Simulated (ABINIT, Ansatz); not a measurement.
# NaAsF6 (Fm-3m): G0W0 on several meshes in ABINIT, part 2 of 2

Aim: the GW shift of NaAsF6 (Fm-3m) against the k mesh.

ABINIT 10.8.3; LDA and many-body steps on it, plane waves. Known limits of the many-body steps: not at the basis limit; exchange with frozen shells missing; no spin-orbit coupling; coarse k mesh.

So far. Step 4 (2×2×2): The gap on the mesh goes from 5.29 eV to 10.54 eV, a correction of +5.25 eV. Step 5 (Empty states on the mesh, 4×4×4 mesh, 126 bands): On this mesh the gap is 5.286 eV.

## Step 7: 4×4×4

This step: G0W0 on LDA, plane waves, norm-conserving pseudopotentials.

Input file run.abi:

```
acell 3*1.0 Angstrom
rprim 
  -0.000000000000 3.983049320000 3.983049320000
  3.983049320000 -0.000000000000 3.983049320000
  3.983049320000 3.983049320000 0.000000000000
ntypat 3
znucl 11 33 9
natom 8
typat 1 2 3 3 3 3 3 3
xred 
  0.500000000000 0.500000000000 0.500000000000
  0.000000000000 0.000000000000 0.000000000000
  0.781629880000 0.781629880000 0.218370120000
  0.218370120000 0.781629880000 0.218370120000
  0.781629880000 0.218370120000 0.218370120000
  0.218370120000 0.218370120000 0.781629880000
  0.781629880000 0.218370120000 0.781629880000
  0.218370120000 0.781629880000 0.781629880000
pp_dirpath "pseudos"
pseudos "Na.upf, As.upf, F.upf"
ecut 38
ngkpt 4 4 4
nshiftk 1
shiftk 0 0 0
kptopt 1
chksymbreak 0
istwfk *1
occopt 1
irdwfk 1
optdriver 4
nband 116
gwcalctyp 0
ecutsigx 38
symsigma 1
nkptgw 1
kptgw 
  0.0000000000 0.0000000000 0.0000000000
bdgw 
  31 35
ecuteps 4.2
irdscr 1
ppmodel 1
indata_prefix "in"
outdata_prefix "out"
tmpdata_prefix "tmp"
```

The run is started by

```
OMP_NUM_THREADS=1 mpirun -n 4 abinit run.abi > log
```

Numbers of over 12 decimals in the logs are rounded to 6 here.

The program printed:

```text
.Version 10.8.3 of ABINIT. v10.8.2 released Aug 2026.

 Symmetries : space group Fm -3 m (#225); Bravais cF (face-center cubic)
[... echo of the input left out ...]
== DATASET  1 ==================================================================
-   mpi_nproc: 4, omp_nthreads: 1 (-1 if OMP is not activated)

--- !DatasetInfo
iteration_state: {dtset: 1, }
dimensions: {natom: 8, nkpt: 8, mband: 116, nsppol: 1, nspinor: 1, nspden: 1, mpw: 9577, }
cutoff_energies: {ecut:  38.0, pawecutdg:  -1.0, }
electrons: {nelect:   6.60000000E+01, charge:   0.00000000E+00, occopt:   1.00000000E+00, tsmear:   1.00000000E-02, }

 SIGMA: Calculation of the GW corrections

 Based on a program developped by R.W. Godby, V. Olevano, G. Onida, and L. Reining.
 Incorporated in ABINIT by V. Olevano, G.-M. Rignanese, and M. Torrent.
.Using double precision arithmetic ; gwpc =  8

[... cell and pseudopotentials left out ...]
--------------------------------------------------------------------------------

 ==== K-mesh for the wavefunctions ====
 Number of points in the irreducible wedge :     8
[... list of points left out ...]
 Together with 48 symmetry operations and time-reversal symmetry
 yields    64 points in the full Brillouin Zone.

 ==== Q-mesh for screening function ====
 Number of points in the irreducible wedge :     8
[... list of points left out ...]
 Together with 48 symmetry operations and time-reversal symmetry
 yields    64 points in the full Brillouin Zone.

 vcoul_init : cutoff-mode = AUXILIARY_FUNCTION
 q-points for optical limit:   1
     1)      0.000010    0.000020    0.000030
 setmesh: FFT mesh size selected  =    60x   60x   60
          total number of points  =       216000

 Number of electrons calculated from density =   66.0000; Expected =   66.0000
[...]
number of q-points in IBZ                           8
 number of symmetry operations                      48
 number of k-points in BZ                           64
 number of q-points in BZ                           64
 number of frequencies for dSigma/dE                 9
 frequency step for dSigma/dE [eV]                0.25
 number of omega for Sigma on real axis              0
 max omega for Sigma on real axis  [eV]           0.00
 zcut for avoiding poles [eV]                     0.10

 EPSILON^-1 parameters (SCR file):
 dimension of the eps^-1 matrix on file            339
 dimension of the eps^-1 matrix used               339
 number of plane-waves for wavefunctions          9577
 number of bands                                   116
 number of q-points in IBZ                           8
 number of frequencies                               2
 number of real frequencies                          1
 number of imag frequencies                          1

 matrix elements of self-energy operator (all in [eV])

 Perturbative Calculation

--- !SelfEnergy_ee
iteration_state: {dtset: 1, }
kpoint     : [   0.000,    0.000,    0.000, ]
spin       : 1
KS_gap     :    5.286
QP_gap     :   10.720
Delta_QP_KS:    5.434
data: !SigmaeeData |
     Band     E0 <VxcDFT>   SigX SigC(E0)      Z dSigC/dE  Sig(E)    E-E0       E
       31  -3.964 -23.071 -31.352   5.167   0.823  -0.216 -25.632  -2.561  -6.525
       32  -3.964 -23.071 -31.352   5.167   0.823  -0.216 -25.632  -2.561  -6.525
       33  -3.964 -23.071 -31.352   5.167   0.823  -0.216 -25.632  -2.561  -6.525
       34   1.322 -18.169 -13.230  -1.667   0.878  -0.139 -15.296   2.874   4.196
       35   5.312  -9.939  -5.439  -2.043   0.904  -0.106  -7.717   2.222   7.534

== END DATASET(S) ==============================================================
================================================================================

 -outvars: echo values of variables after computation  --------
           etotal      0.0000000000E+00
            nband         116
             nkpt           8
          spgroup         225
 [... the other variables as echoed above ...]

 Calculation completed.
```

Elapsed: 9.7 s, on 4 MPI ranks of Arm Neoverse V2, shared host; peak memory 2.2 GiB; 38 s of CPU time.

This step gave:

* G0W0 gap on the points computed: 10.72 eV
* starting gap on the mesh: 5.286 eV
* k of the valence top: 0, 0, 0
* k of the conduction bottom: 0, 0, 0
* Z at the valence top: 0.823
* Z at the conduction bottom: 0.878
* least direct G0W0 gap on the computed points: 10.72 eV

Against G0W0 in ABINIT (2×2×2 mesh, 116 bands, screening to 114.3 eV, Godby-Needs plasmon pole), the gap moves by +0.182 eV.

## Step 8: Side by side

Times are wall times on 4 MPI ranks of Arm Neoverse V2, shared host, good to a factor of about two. A run's time includes the screening step that it read.

```csv
run,mesh,bands,screening cutoff (eV),DFT gap (eV),gap on the mesh (eV),direct (eV),ε∞ used,time
2×2×2,2×2×2,116,114.3,5.286,10.539,10.539,1.73,28 s
4×4×4,4×4×4,116,114.3,5.286,10.721,10.721,1.73,2.8 min
```

## Step 9: What came out

| Item | Value |
| --- | --- |
| 2×2×2 | 10.539 eV |
| 4×4×4 | 10.721 eV |
| known limits | not at the basis limit; exchange with frozen shells missing; no spin-orbit coupling; coarse k mesh |

In words: 4×4×4: +0.182 eV against 2×2×2. Bands and cutoff are finite, so the gap is not at the basis limit. The miss can reach some tenths of an eV and take either sign; the mesh is an error of its own. In the first G0W0 run levels were corrected at 1 k point alone, so a gap called «on the mesh» is the least over those, and an edge elsewhere would be missed. The 2×2×2 mesh is coarse for this cell, which bears on the long-range parts of exchange and screening. The norm-conserving file of at least one element keeps a d shell over frozen s and p shells of the same row. Exchange with those shells is missing from the self-energy, an error of 0.3 to 0.9 eV in cases checked, whose sign depends on which edge lies on those atoms. The many-body steps are scalar-relativistic: spin-orbit coupling is not in them.

[Paths, hosts, dates, memory and timing lines, banners, echoed tables and standing remarks are left out of the program output.]

[Logs are printed without paths, hosts, clocks, repeated set-up lines and the standing remarks that a program may print on its own settings, such as how far it seeks lower states.]

[Runs of the session that timed out or met a known fault of the program may be left out.]

[No measured gap is set beside runs whose start may be inverted or whose files or cutoffs have a known fault.]

[Hosts, paths, dates, database ids (printed as entryN), source tags and the programs' standing remarks are cut or masked in the printed files.]

[G0W0 gaps are taken among the corrected bands and points alone; a level outside them can change the order at an edge.]

[Where Ansatz stands beside ABINIT at settings called matched, ABINIT's density can come from a denser mesh and the files from another edition; pairs whose starting gaps differed by over 0.03 eV were left out, so agreement reads better than it is.]
